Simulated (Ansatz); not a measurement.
# A thicker film of KI (001) from two thinner ones

In a field along its normal an insulating film takes a dipole p. Written as a length, p/(ε₀AE), it should grow by 1 − 1/ε for each ångström added.

How it was computed: Ansatz 0.2.0, plane waves with PAW datasets (its set soft_2), PBE; rocksalt films relaxed at a bulk in-plane lattice constant near the measured one, then held in weak fields of both signs with a dipole correction (A is the cell's area, E the outer field).

```tsv
run	distance between the outer atoms (Å)	p/(ε₀AE) (Å)
3 units	7.280	7.224
5 units	14.513	11.892
8 units	25.346	?
```

Q: Estimate the withheld value from the rows shown.

Two rows fix a line: slope = (11.892 − 7.224) / (14.513 − 7.280) = 0.6454, intercept 2.5254. That slope means ε = 1/(1 − 0.6454) = 2.82. At 25.346 it gives 0.6454 × 25.346 + 2.5254 = 18.884 Å, beyond the rows fitted. Rounding of the rows alone allows about ±0.003 Å there; two rows can't show whether the line holds.

The run itself gives 18.897 Å: a miss of +0.013 Å, or 0.1 % of the value. The length is met to within 1 %, though ε is more sensitive than the length: the two thickest films give ε = 2.83.

**Limits.** This is the electronic response alone. A unit is one step of the cut along the normal (a plane, a pair of planes or a cell), and the layers relax along it, away from their bulk spacing where the functional's lattice constant differs from the one held.

[Logs are printed without paths, hosts, clocks, repeated set-up lines and the standing remarks that a program may print on its own settings, such as how far it seeks lower states.]
